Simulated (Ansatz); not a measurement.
# Resistivity from frozen vibrations: Os(0001) with 2 thermally displaced layers, 2x2

Wanted: the phonon-limited resistivity of Os at 273 K by the Landauer route. The measured value for the pure metal at this temperature is 8.1 µΩ cm (CRC Handbook of Chemistry and Physics, 84th ed., 2003, Electrical Resistivity of Pure Metals).

Calculated with Ansatz 0.2.0; Ansatz plane-wave DFT, PBE, PAW files; ballistic transport by layer matching (Landauer), zero bias; PAW set soft_1.

This is a report of a sequence of runs, with most program output left out.

## 1. Starting point

The cell holds 48 atoms: 48 Os. Its edges and angles: a = 5.468 Å, b = 5.468 Å, c = 25.918 Å, α = 90.0°, β = 90.0°, γ = 120.0°. It derives from Os. Regions: lead, 40 atoms (40 Os); scattering region, 8 atoms (8 Os). The structure is stacked along c, and the current runs across the ab planes.

## 2. With 2 displaced layers

Each atom of 2 layers is moved at random, by amounts drawn from a normal law 0.0302 Å wide in each direction from the Debye model (500 K) at 273 K. The layers about the cell's end stay perfect and serve as the lead. Disorder leaves little or no symmetry, which makes such runs dear. Energies from -0.05 to 0.05 eV in steps of 0.05 eV are too few for the program's thermal sum, so it prints no conductance; for a metal the transmission near the Fermi level serves, at a fraction of the cost.

The input, input.yaml:

```yaml
crystal:
  lattice:
    - [5.4682, 0.0, 0.0]
    - [-2.7341, 4.735600113, 0.0]
    - [0.0, 0.0, 25.9182]
  atoms:
    - { symbol: Os, position: [0.1666666667, 0.3333333333, 0.0416666667] }
    - { symbol: Os, position: [0.1666666667, 0.8333333333, 0.0416666667] }
    - { symbol: Os, position: [0.6666666667, 0.3333333333, 0.0416666667] }
    - { symbol: Os, position: [0.6666666667, 0.8333333333, 0.0416666667] }
    - { symbol: Os, position: [0.3333333333, 0.1666666667, 0.125] }
    - { symbol: Os, position: [0.3333333333, 0.6666666667, 0.125] }
    - { symbol: Os, position: [0.8333333333, 0.1666666667, 0.125] }
    - { symbol: Os, position: [0.8333333333, 0.6666666667, 0.125] }
[... 36 atom lines left out ...]
    - { symbol: Os, position: [0.3333333333, 0.1666666667, 0.9583333333] }
    - { symbol: Os, position: [0.3333333333, 0.6666666667, 0.9583333333] }
    - { symbol: Os, position: [0.8333333333, 0.1666666667, 0.9583333333] }
    - { symbol: Os, position: [0.8333333333, 0.6666666667, 0.9583333333] }
kpoints:
  mp_grid: { grid: [5, 5, 1] }
hamiltonian:
  xc: pbe
  pseudopotentials: { kind: paw, azcp: { folder: soft_1 } }
scf:
  occupations: { method: fermi_dirac, width: 0.1 }
output:
  transmission:
    leads: [[0, 8]]
    kmesh: [10, 10]
    e_range: [-0.05, 0.05]
    de: 0.05
  write_potential: true
  write_density: true
  volumetric_format: npy
  elf: true
```

Command:

```
> ansatz run input.yaml --threads 4 --pin off --max-ram 15360MiB --backend cpu --events-out ev --progress --plain --runs-dir out
```

Elapsed: 5.6 min, on 4 threads of AMD EPYC 9R14 (Zen 4), shared host; peak memory 6.6 GiB.

Numbers from this step:

| Quantity | Value |
| --- | --- |
| free energy | -546523.6798 eV |
| energy at zero smearing | -546523.1332 eV |
| Fermi energy | 26.05 eV |
| cell area | 25.90 Å² |
| transmission per spin nearest the Fermi level | 4.430 |
| open channels per spin nearest the Fermi level | 4.55 |
| step of the lead's potential | 1.4 meV |

Per spin. Transmission, zone mean against energy, zero at the Fermi level:

```
energy (eV)  transmission, zone mean
    -0.0500                     4.64
     0.0000                     4.43
     0.0500                     4.45
```

Per spin. The open channels, zone mean, lead by energy, zero at the Fermi level:

```
energy (eV)  open channels, zone mean, lead
    -0.0500                            4.74
     0.0000                            4.55
     0.0500                            4.55
```

Transmission over k1 and k2. At 0.0000 eV from the Fermi level.

Ten even steps from '_' (2.0) to '@' (10.9):
```
::::------::::..__..
..------------..____
..--------------..__
::------++++------::
==::----++@@++----::
::::------++++------
..__..--------------
..____..------------
::..__..::::------::
==::....::==::....::
```
Columns: k1 (b1) from -0.5 to 0.4; rows upwards: k2 (b2) from -0.5 to 0.4.

Open channels over k1 and k2. At 0.0000 eV from the Fermi level.

Ten even steps from '_' (2.0) to '@' (11.0):
```
::----------::..__..
..------------..____
..--------------....
::------++++------::
==------++@@++------
::::------++++------
......--------------
..____..------------
::..__..::----------
==::....::==::....::
```
Columns: k1 (b1) from -0.5 to 0.4; rows upwards: k2 (b2) from -0.5 to 0.4.

ELF in the ca plane at fractional y = 0.166, with atoms of Os within 0.2 Å of it. It is the smooth field of the valence electrons, not physical close to the nuclei.

Values, 8 rows by 16 columns, each cell a mean:
```
0.31 0.33 0.50 0.42 0.32 0.33 0.44 0.49 0.33 0.31 0.37 0.54 0.35 0.30 0.34 0.53
0.32 0.33 0.52 0.45 0.33 0.33 0.46 0.51 0.32 0.32 0.39 0.55 0.35 0.32 0.34 0.55
0.33 0.32 0.36 0.34 0.32 0.32 0.34 0.35 0.31 0.32 0.33 0.38 0.32 0.34 0.32 0.38
0.36 0.31 0.33 0.33 0.33 0.32 0.32 0.32 0.30 0.34 0.31 0.33 0.31 0.37 0.30 0.33
0.31 0.33 0.50 0.42 0.32 0.33 0.43 0.50 0.33 0.31 0.38 0.54 0.35 0.30 0.34 0.53
0.32 0.33 0.52 0.45 0.33 0.33 0.45 0.52 0.33 0.33 0.39 0.55 0.35 0.32 0.34 0.55
0.33 0.32 0.36 0.34 0.33 0.32 0.34 0.37 0.32 0.32 0.32 0.38 0.32 0.34 0.32 0.38
0.36 0.31 0.33 0.33 0.33 0.33 0.33 0.34 0.32 0.36 0.31 0.33 0.30 0.37 0.30 0.33
```
Columns run along c (16.0 Å, from fractional 0.19 to 0.81 of the cell), rows up along a (5.5 Å). Atoms in or near the plane, at fractional coordinates: Os at (0.29, 0.33), Os at (0.29, 0.83), Os at (0.46, 0.33), Os at (0.46, 0.84), Os at (0.62, 0.33), Os at (0.62, 0.83), Os at (0.79, 0.33), Os at (0.79, 0.83).

Valence density in the ca plane at fractional y = 0.166, with atoms of Os within 0.2 Å of it. It is the smooth field of the valence electrons, not physical close to the nuclei.

Ten even steps from '0' (0.3 e/Å³) to '9' (8.3 e/Å³), each cell a mean:
```
00000024310000000035310000000134200000000134
00000158830000000279720000000279610000000388
00000169940000000279720000000389720000000499
00000036520000000146410000000156410000000266
00000001100000000001100000000011100000000011
01100000000001100000000001000000000011000000
01100000000001100000000001000000000011000000
00000001100000000011100000000011100000000011
00000036620000000147520000000157410000000266
00000169940000000279830000000389720000000499
00000158730000000168720000000278610000000388
00000024310000000024310000000134200000000134
01100000000001100000000001000000000011000000
01100000000001100000000012100000000011000000
01100000000001000000000011000000000001000000
```
Columns run along c (16.0 Å, from fractional 0.19 to 0.81 of the cell), rows up along a (5.5 Å). Atoms in or near the plane, at fractional coordinates: Os at (0.29, 0.33), Os at (0.29, 0.83), Os at (0.46, 0.33), Os at (0.46, 0.84), Os at (0.62, 0.33), Os at (0.62, 0.83), Os at (0.79, 0.33), Os at (0.79, 0.83).

Electrostatic potential energy in the ca plane at fractional y = 0.166, with atoms of Os within 0.2 Å of it. With pseudopotentials it is smooth inside the atoms' cores, unlike the true potential.

Ten even steps from '0' (-53 eV) to '9' (26 eV), each cell a mean:
```
98999853369998999742379988999743489998999633
99999620038999999510148999998400159999998300
99999610037999998500048999998400159999997200
99999731158999999631369999999521379999998411
87789975689987899976789987899865799987899865
76689999999975689999999976799999999865799999
76689999999975689999999976799999999865799999
88899975689987899975689988899865799987899865
99999731148999999721259999999521269999998411
99999610037999999510038999998400159999997200
99999720038999999610148999998410169999998300
98899853369998899853479998999743589988999633
86689988899976789988899976799987899876799988
75579999999975689999999865689999999865799999
86789988899986789987899876799988899876899988
```
Columns run along c (16.0 Å, from fractional 0.19 to 0.81 of the cell; values clipped at the 3rd and 97th percentile), rows up along a (5.5 Å). Atoms in or near the plane, at fractional coordinates: Os at (0.29, 0.33), Os at (0.29, 0.83), Os at (0.46, 0.33), Os at (0.46, 0.84), Os at (0.62, 0.33), Os at (0.62, 0.83), Os at (0.79, 0.33), Os at (0.79, 0.83).

Over the solved energies the transmission per spin lies between 4.43 and 4.64, out of 4.61 channels of the lead on average (up to 4.74).

## 3. With 6 displaced layers

Each atom of 6 layers is moved at random, by amounts drawn from a normal law 0.0302 Å wide in each direction from the Debye model (500 K) at 273 K. A fresh draw is used; the growth of the resistance with length is what counts.

System of this step: Os(0001) with 6 thermally displaced layers, 2x2. The cell holds 64 atoms: 64 Os. Cell: a = 5.468 Å, b = 5.468 Å, c = 34.558 Å, α = 90.0°, β = 90.0°, γ = 120.0°. It derives from Os. Regions: lead, 40 atoms (40 Os); scattering region, 24 atoms (24 Os). The structure is stacked along c, and the current runs across the ab planes.

The input, input.yaml:

```yaml
crystal:
  lattice:
    - [5.4682, 0.0, 0.0]
    - [-2.7341, 4.735600113, 0.0]
    - [0.0, 0.0, 34.5576]
  atoms:
    - { symbol: Os, position: [0.1666666667, 0.3333333333, 0.03125] }
    - { symbol: Os, position: [0.1666666667, 0.8333333333, 0.03125] }
    - { symbol: Os, position: [0.6666666667, 0.3333333333, 0.03125] }
    - { symbol: Os, position: [0.6666666667, 0.8333333333, 0.03125] }
    - { symbol: Os, position: [0.3333333333, 0.1666666667, 0.09375] }
    - { symbol: Os, position: [0.3333333333, 0.6666666667, 0.09375] }
    - { symbol: Os, position: [0.8333333333, 0.1666666667, 0.09375] }
    - { symbol: Os, position: [0.8333333333, 0.6666666667, 0.09375] }
[... 52 atom lines left out ...]
    - { symbol: Os, position: [0.3333333333, 0.1666666667, 0.96875] }
    - { symbol: Os, position: [0.3333333333, 0.6666666667, 0.96875] }
    - { symbol: Os, position: [0.8333333333, 0.1666666667, 0.96875] }
    - { symbol: Os, position: [0.8333333333, 0.6666666667, 0.96875] }
kpoints:
  mp_grid: { grid: [5, 5, 1] }
hamiltonian:
  xc: pbe
  pseudopotentials: { kind: paw, azcp: { folder: soft_1 } }
scf:
  occupations: { method: fermi_dirac, width: 0.1 }
output:
  transmission:
    leads: [[0, 8]]
    kmesh: [10, 10]
    e_range: [-0.05, 0.05]
    de: 0.05
  write_potential: true
  write_density: true
  volumetric_format: npy
```

Run time: 9 min. Hardware: 4 threads; peak memory 10 GiB; 33 min of CPU time.

This step gave:

* free energy: -728698.0729 eV
* energy at zero smearing: -728697.3108 eV
* Fermi energy: 26.08 eV
* transmission per spin nearest the Fermi level: 4.275
* step of the lead's potential: 2.8 meV

Per spin. The transmission, zone mean by energy, zero at the Fermi level:

```
energy (eV)  transmission, zone mean
    -0.0500                     4.24
     0.0000                     4.27
     0.0500                     4.26
```

Over the solved energies the transmission per spin lies between 4.24 and 4.27, out of 4.53 channels of the lead on average (up to 4.55).

## 4. With 10 displaced layers

Each atom of 10 layers is moved at random, by amounts drawn from a normal law 0.0302 Å wide in each direction from the Debye model (500 K) at 273 K. A fresh draw is used; the growth of the resistance with length is what counts.

System of this step: Os(0001) with 10 thermally displaced layers, 2x2. The cell holds 80 atoms: 80 Os. Cell: a = 5.468 Å, b = 5.468 Å, c = 43.197 Å, α = 90.0°, β = 90.0°, γ = 120.0°. It derives from Os. Regions: lead, 40 atoms (40 Os); scattering region, 40 atoms (40 Os). The structure is stacked along c, and the current runs across the ab planes.

The input, input.yaml:

```yaml
crystal:
  lattice:
    - [5.4682, 0.0, 0.0]
    - [-2.7341, 4.735600113, 0.0]
    - [0.0, 0.0, 43.197]
  atoms:
    - { symbol: Os, position: [0.1666666667, 0.3333333333, 0.025] }
    - { symbol: Os, position: [0.1666666667, 0.8333333333, 0.025] }
    - { symbol: Os, position: [0.6666666667, 0.3333333333, 0.025] }
    - { symbol: Os, position: [0.6666666667, 0.8333333333, 0.025] }
    - { symbol: Os, position: [0.3333333333, 0.1666666667, 0.075] }
    - { symbol: Os, position: [0.3333333333, 0.6666666667, 0.075] }
    - { symbol: Os, position: [0.8333333333, 0.1666666667, 0.075] }
    - { symbol: Os, position: [0.8333333333, 0.6666666667, 0.075] }
[... 68 atom lines left out ...]
    - { symbol: Os, position: [0.3333333333, 0.1666666667, 0.975] }
    - { symbol: Os, position: [0.3333333333, 0.6666666667, 0.975] }
    - { symbol: Os, position: [0.8333333333, 0.1666666667, 0.975] }
    - { symbol: Os, position: [0.8333333333, 0.6666666667, 0.975] }
kpoints:
  mp_grid: { grid: [5, 5, 1] }
hamiltonian:
  xc: pbe
  pseudopotentials: { kind: paw, azcp: { folder: soft_1 } }
scf:
  occupations: { method: fermi_dirac, width: 0.1 }
output:
  transmission:
    leads: [[0, 8]]
    kmesh: [10, 10]
    e_range: [-0.05, 0.05]
    de: 0.05
  write_potential: true
  write_density: true
  volumetric_format: npy
```

Run time: 14 min. Hardware: 4 threads; peak memory 8.7 GiB; 53 min of CPU time.

This step gave:

```yaml
free_energy: -910872.3450 eV
energy_at_zero_smearing: -910871.4764 eV
fermi_energy: 26.07 eV
transmission_per_spin_nearest_the_fermi_level: 4.018
step_of_the_lead_s_potential: 1.4 meV
```

Per spin. Table of transmission, zone mean by energy, zero at the Fermi level:

```
energy (eV)  transmission, zone mean
    -0.0500                     3.97
     0.0000                     4.02
     0.0500                     4.00
```

Over the solved energies the transmission per spin lies between 3.97 and 4.02, out of 4.53 channels of the lead on average (up to 4.55).

## 5. The fit

This step: Ansatz plane-wave DFT, PBE, PAW files; ballistic transport by layer matching (Landauer), zero bias; resistivity from the slope of the area resistance; PAW set soft_1 (Ansatz 0.2.0).

Numbers from this step:

- resistivity: 4.733 µΩ cm
- intercept: -0.006811 fΩ m²
- scatter about the fit: 0.004993 fΩ m²

Resistance, by row:

```
run  length (Å)      T  channels N  RA (fΩ m²)
 n2        4.32  4.507       4.613     0.01716
 n6       12.96  4.259       4.533     0.04746
n10        21.6  3.997       4.533     0.09894
```

Table of area resistance by length of the displaced region:

```
length of the displaced region (Å)  area resistance (fΩ m²)
                              4.32                   0.0172
                             12.96                   0.0475
                             21.60                   0.0989
```

The area resistance goes from 0.017 to 0.099 fΩ m² between 4.3 and 21.6 Å, a slope of 4.7 µΩ cm.

By hand from the end points: (0.09894 − 0.01716) fΩ m² / (21.60 − 4.32) Å = 4.7 µΩ cm, since 1 fΩ m² per Å is 1000 µΩ cm.

## 6. What came out

| Item | Value |
| --- | --- |
| resistivity from the slope | 4.73 µΩ cm |
| area resistance over 4.32 Å | 0.0172 fΩ m² |
| area resistance over 13.0 Å | 0.0475 fΩ m² |
| area resistance over 21.6 Å | 0.0989 fΩ m² |

**Reading.** The slope gives 4.7 µΩ cm. The points scatter by 0.0050 fΩ m² about the line, with one random draw a length in a 2x2 cell, so the slope is a rough value. The mean square of the displacements drawn is 0.73, 0.99 and 0.93 of the nominal one at the three lengths; with each resistance scaled back by that, the slope is 4.8 µΩ cm, the value used below. The lead's own channel count moves between the runs (4.61, 4.53 and 4.53), which shifts RA and the slope too. The current runs along the hexagonal axis, while the measured value below is not for that direction. Read with a model of isotropic scattering on a spherical Fermi surface and the lead's 1.4×10¹⁵ S/m², this slope means a mean free path near 132 Å; over these lengths the model's slope is 1.18 times its bulk resistivity, which would be 4.1 µΩ cm. Uncorrelated displacements put too much weight on short waves, which scatter strongly; with the sideways repeat of a small cell, one draw and three short lengths, the method is good to a factor of two or three. The measured value is 8.1 µΩ cm (CRC Handbook of Chemistry and Physics, 84th ed., 2003, Electrical Resistivity of Pure Metals); the scaled slope is 0.60 times that and the corrected value 0.51: low. Spin-orbit coupling is left out, which matters for Os.

[Logs are printed without paths, hosts, clocks, repeated set-up lines and the standing remarks that a program may print on its own settings, such as how far it seeks lower states.]

[Hosts, paths, dates, database ids (printed as entryN), source tags and the programs' standing remarks are cut or masked in the printed files.]
